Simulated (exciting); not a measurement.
# CuI (Marshite): the Cu L₃ edge from the Bethe–Salpeter equation

Aim: the Cu L₃ absorption edge of CuI (Marshite) with the electron–hole interaction treated explicitly, and what each term of the kernel does.

Method: X-ray absorption, core-level Bethe-Salpeter equation, exchange and statically screened direct term, Tamm-Dancoff, all-electron LAPW+lo PBE, in exciting sodium.

This is a report of a sequence of runs, with most program output left out.

The database entry behind the starting cell differs from later determinations by our own check (about 0.15 % long (mineral sample)), so it need not match the best structure at ambient conditions.

## Step 1: Starting point

The structure is cubic, space group F-43m (No. 216). The conventional cell has a = 6.063 Å, b = 6.063 Å, c = 6.063 Å, α = 90.00°, β = 90.00°, γ = 90.00°. Nearest to I lie 4 Cu at 2.63 Å. Cu has 4 I at 2.63 Å nearest. Farther neighbours and most contacts between anions are not listed.

Coordinates:

```xyz
2
Lattice="0.0000 3.0315 3.0315 3.0315 0.0000 3.0315 3.0315 3.0315 0.0000" Properties=species:S:1:pos:R:3 pbc="T T T"
I     0.0000    0.0000    0.0000
Cu    4.5473    4.5473    4.5473
```

Differences between curves are given as r.m.s. difference over r.m.s. height.

## Step 2: The self-consistent potential

The species files are the program's own, with muffin-tin radii set in the input.

input.xml reads:

```
<input>
  <title>CuI</title>
  <structure speciespath="." autormt="false" epslat="1.0e-5">
    <crystal>
      <basevect>0.0000000000 5.7287047458 5.7287047458</basevect>
      <basevect>5.7287047458 0.0000000000 5.7287047458</basevect>
      <basevect>5.7287047458 5.7287047458 0.0000000000</basevect>
    </crystal>
    <species speciesfile="I.xml" rmt="2.300">
      <atom coord="0.0000000000 0.0000000000 0.0000000000"/>
    </species>
    <species speciesfile="Cu.xml" rmt="2.300">
      <atom coord="0.7500000000 0.7500000000 0.7500000000"/>
    </species>
  </structure>
  <groundstate do="fromscratch" xctype="GGA_PBE" ngridk="4 4 4" rgkmax="7" gmaxvr="14" nempty="8" swidth="0.001" maxscl="100" epsengy="1e-5"/>
</input>
```

Launch:

```sh
$ OMP_NUM_THREADS=1 mpirun -n 4 exciting
```

Elapsed: 18 s, on 4 MPI ranks of Arm Neoverse V1, shared host.

The mesh shows a gap of 1.10 eV. Core levels (Dirac, from the valence top):

```tsv
atom	level	energy (eV)
Cu	2s1/2	-1059.1
Cu	2p1/2	-927.4
Cu	2p3/2	-906.9
Cu	3s1/2	-111.5
```

## Step 3: A richer basis for the empty states

Each species file gets more local orbitals, built from u and its energy derivative at 0.15 Ha and u at 0.9 Ha.

input.xml is that of step 2.

SPECIES.xml, added lines reads:

```
<lo l="L">  <!-- L = 0, 1, 2 -->
  <wf matchingOrder="0" trialEnergy="0.1500" searchE="false"/>
  <wf matchingOrder="1" trialEnergy="0.1500" searchE="false"/>
  <wf matchingOrder="0" trialEnergy="0.9000" searchE="false"/>
</lo>
```

Launch:

```sh
$ OMP_NUM_THREADS=1 mpirun -n 4 exciting
```

Wall time 16 s (4 MPI ranks).

Against the first ground state the total energy moves by -10 meV an atom and the gap by -0.01 eV.

## Step 4: Screening, kernels and BSE for Cu atom 2

The absorber has 4 I at 2.63 Å (tetrahedral, site symmetry -43m).

input.xml: that of step 3 with these lines changed.

```diff
@@ -15,3 +15,19 @@
   </structure>
-  <groundstate do="fromscratch" xctype="GGA_PBE" ngridk="4 4 4" rgkmax="7" gmaxvr="14" nempty="8" swidth="0.001" maxscl="100" epsengy="1e-5"/>
+  <groundstate do="skip" xctype="GGA_PBE" ngridk="4 4 4" rgkmax="7" gmaxvr="14" nempty="8" swidth="0.001" maxscl="100" epsengy="1e-5"/>
+  <xs xstype="BSE" ngridk="4 4 4" ngridq="4 4 4" vkloff="0.097 0.273 0.493" rgkmax="7" nempty="25" gqmax="3" lmaxapwwf="5" lmaxemat="3" broad="0.01654" tevout="true">
+    <energywindow intv="32.927 34.544" points="440"/>
+    <screening screentype="full" nempty="45"/>
+    <BSE xas="true" xasspecies="2" xasatom="1" xasedge="L3" bsetype="singlet" nstlxas="1 21"/>
+    <qpointset>
+      <qpoint>0 0 0</qpoint>
+    </qpointset>
+    <plan>
+      <doonly task="xsgeneigvec"/>
+      <doonly task="writepmatxs"/>
+      <doonly task="scrgeneigvec"/>
+      <doonly task="scrwritepmat"/>
+      <doonly task="screen"/>
+      <doonly task="scrcoulint"/>
+    </plan>
+  </xs>
 </input>
```

input.xml for the exchange start (cutoff and plan only) reads:

```
  gqmax="2"
  <plan>
    <doonly task="exccoulint"/>
  </plan>
```

input.xml for the last start (plan only) reads:

```
  <plan>
    <doonly task="bse"/>
  </plan>
```

Launch:

```sh
$ OMP_NUM_THREADS=1 mpirun -n 4 exciting
$ OMP_NUM_THREADS=1 mpirun -n 4 exciting
$ OMP_NUM_THREADS=4 exciting
```

Elapsed: 9.5 min, on 4 MPI ranks.

Wall time by task: xsgeneigvec 4.7 s, writepmatxs 5.8 s, scrgeneigvec 2.3 s, scrwritepmat 2 s, screen 67 s, scrcoulint 2.4 min, exccoulint 4.3 min, bse 76 s.

The Cu L₃ spectrum of Cu atom 2 (energy from the Kohn–Sham onset, core level to the lowest empty state found on the meshes used, 907.99 eV; the ground-state mesh sets it, and the shifted mesh has its lowest transition 0.63 eV above it; Im ε scaled to the maximum of the singlet run; cut below the end of the band set):

```tsv
E (eV)	Im ε
-3.5	0.02
-3.0	0.03
-2.5	0.03
-2.0	0.04
-1.5	0.05
-1.0	0.07
-0.5	0.11
0.0	0.21
0.5	0.39
1.0	0.73
1.5	1.00
2.0	0.71
2.5	0.57
3.0	0.58
3.5	0.57
4.0	0.53
4.5	0.51
5.0	0.47
5.5	0.52
6.0	0.55
6.5	0.60
7.0	0.56
7.5	0.53
8.0	0.49
8.5	0.51
9.0	0.51
9.5	0.48
10.0	0.46
10.5	0.50
11.0	0.47
11.5	0.45
12.0	0.44
12.5	0.49
13.0	0.49
13.5	0.50
14.0	0.47
14.5	0.42
15.0	0.38
15.5	0.39
16.0	0.39
16.5	0.36
17.0	0.34
17.5	0.36
18.0	0.40
18.5	0.48
19.0	0.47
```

Maxima (height): 1.5 eV (1.00), 3.3 eV (0.60), 6.6 eV (0.60), 9.1 eV (0.51), 10.5 eV (0.50), 12.7 eV (0.50) and 18.7 eV (0.49).

The Hamiltonian has 5376 rows. The lowest groups of eigenvalues and the brightest ones, on the scale above (the program counts from the shifted mesh's onset, 0.63 eV higher). Core spinors bring spin-forbidden partners, so dark means forbidden by spin or by symmetry, and the shifted mesh splits states that symmetry would keep together:

```tsv
energy (eV)	states within 10 meV	relative strength
0.163	4	0.37
0.505	4	0.46
0.716	4	0.19
0.807	4	0.39
0.912	4	0.046
0.933	4	0.16
1.022	4	0.70
1.296	4	0.75
1.376	4	1.00
1.397	4	0.90
1.507	4	0.64
6.468	4	0.56
```

## Step 5: Independent particles

input.xml: that of step 4 with these lines changed.

```diff
@@ -19,3 +19,3 @@
     <screening screentype="full" nempty="45"/>
-    <BSE xas="true" xasspecies="2" xasatom="1" xasedge="L3" bsetype="singlet" nstlxas="1 21"/>
+    <BSE xas="true" xasspecies="2" xasatom="1" xasedge="L3" bsetype="IP" nstlxas="1 21"/>
     <qpointset>
@@ -24,8 +24,3 @@
     <plan>
-      <doonly task="xsgeneigvec"/>
-      <doonly task="writepmatxs"/>
-      <doonly task="scrgeneigvec"/>
-      <doonly task="scrwritepmat"/>
-      <doonly task="screen"/>
-      <doonly task="scrcoulint"/>
+      <doonly task="bse"/>
     </plan>
```

Launch:

```sh
$ OMP_NUM_THREADS=4 exciting
```

Wall time 1.5 s (4 threads).

Maxima (height): 2.2 eV (0.62), 3.8 eV (0.53), 7.9 eV (0.53), 9.8 eV (0.51) and 13.9 eV (0.54); 4 lower ones aren't listed. The spectrum differs from the singlet run by 32 % r.m.s. Moving the earlier curve by +0.9 eV leaves 19 %. The highest maximum lies at 2.2 eV (0.62), against 1.5 eV (1.00).

## Step 6: Exchange alone

input.xml: that of step 5 with these lines changed.

```diff
@@ -19,3 +19,3 @@
     <screening screentype="full" nempty="45"/>
-    <BSE xas="true" xasspecies="2" xasatom="1" xasedge="L3" bsetype="IP" nstlxas="1 21"/>
+    <BSE xas="true" xasspecies="2" xasatom="1" xasedge="L3" bsetype="RPA" nstlxas="1 21"/>
     <qpointset>
```

Launch:

```sh
$ OMP_NUM_THREADS=4 exciting
```

Run time: 76 s. Hardware: 4 threads.

Maxima (height): 2.2 eV (0.61), 3.8 eV (0.53), 7.9 eV (0.53), 9.8 eV (0.51) and 13.9 eV (0.54); 4 lower ones aren't listed. The spectrum is that of the independent-particle run within 1 %.

## Step 7: From independent particles to the full kernel

```tsv
level	curve passes 0.15 (eV)	highest maximum (eV)	its height
IP	1.0	2.2	0.62
RPA	1.0	2.2	0.61
singlet	-0.2	1.5	1.00
```

```tsv
E (eV)	IP	RPA	singlet
-3.0	0.02	0.02	0.03
-2.0	0.02	0.02	0.04
-1.0	0.03	0.03	0.07
0.0	0.06	0.06	0.21
1.0	0.16	0.16	0.73
2.0	0.58	0.58	0.71
3.0	0.47	0.47	0.58
4.0	0.51	0.51	0.53
5.0	0.48	0.47	0.47
6.0	0.46	0.46	0.55
7.0	0.52	0.51	0.56
8.0	0.53	0.53	0.49
9.0	0.49	0.49	0.51
10.0	0.50	0.50	0.46
11.0	0.48	0.48	0.47
12.0	0.48	0.48	0.44
13.0	0.49	0.49	0.49
14.0	0.54	0.54	0.47
15.0	0.50	0.50	0.38
16.0	0.45	0.45	0.39
17.0	0.42	0.42	0.34
18.0	0.40	0.40	0.40
19.0	0.51	0.51	0.47
```

## Step 8: Summary of results

| Item | Value |
| --- | --- |
| absorber and edge | Cu L₃, atom 2 |
| surroundings | 4 I at 2.63 Å (tetrahedral, site symmetry -43m) |
| first bright state | 0.16 eV from the Kohn–Sham onset, on this mesh |
| highest maximum | 1.5 eV |
| cost of the BSE run | 9.5 min on 4 MPI ranks of Arm Neoverse V1, shared host; the last task ran on as many threads |

**Reading.** Is a core exciton bound? Undecided on this mesh: the first bright state (over 5 % of the brightest) lies at 0.16 eV from the Kohn–Sham onset and at -0.47 eV from the lowest bare transition of its own mesh. Exchange alone changes the independent-particle spectrum by 0.2 % r.m.s. A mesh of 64 points doesn't converge binding energies, and fine structure above the first lines is partly noise of the mesh. The kernel cutoff is low for a compact core orbital, so the effect of exchange is a lower bound. The zero comes from the unshifted 4×4×4 ground-state mesh; it is exact only where the band minimum lies on that mesh. The conduction states carry no spin here, so the exchange coupling to the spinor core hole is only partly held. This core level is treated alone, with no coupling to its spin–orbit partner. The Kohn–Sham onset, 908 eV, is no photon energy (tabulated edge of the element: 932.7 eV): the scale needs a rigid shift. No quasiparticle correction widens the gap or stretches the bands. Vibrations and energy-dependent lifetimes are left out. The structure is a published determination, not relaxed.

[Logs are printed without paths, hosts, clocks, repeated set-up lines and the standing remarks that a program may print on its own settings, such as how far it seeks lower states.]

[Hosts, paths, dates, database ids (printed as entryN), source tags and the programs' standing remarks are cut or masked in the printed files.]
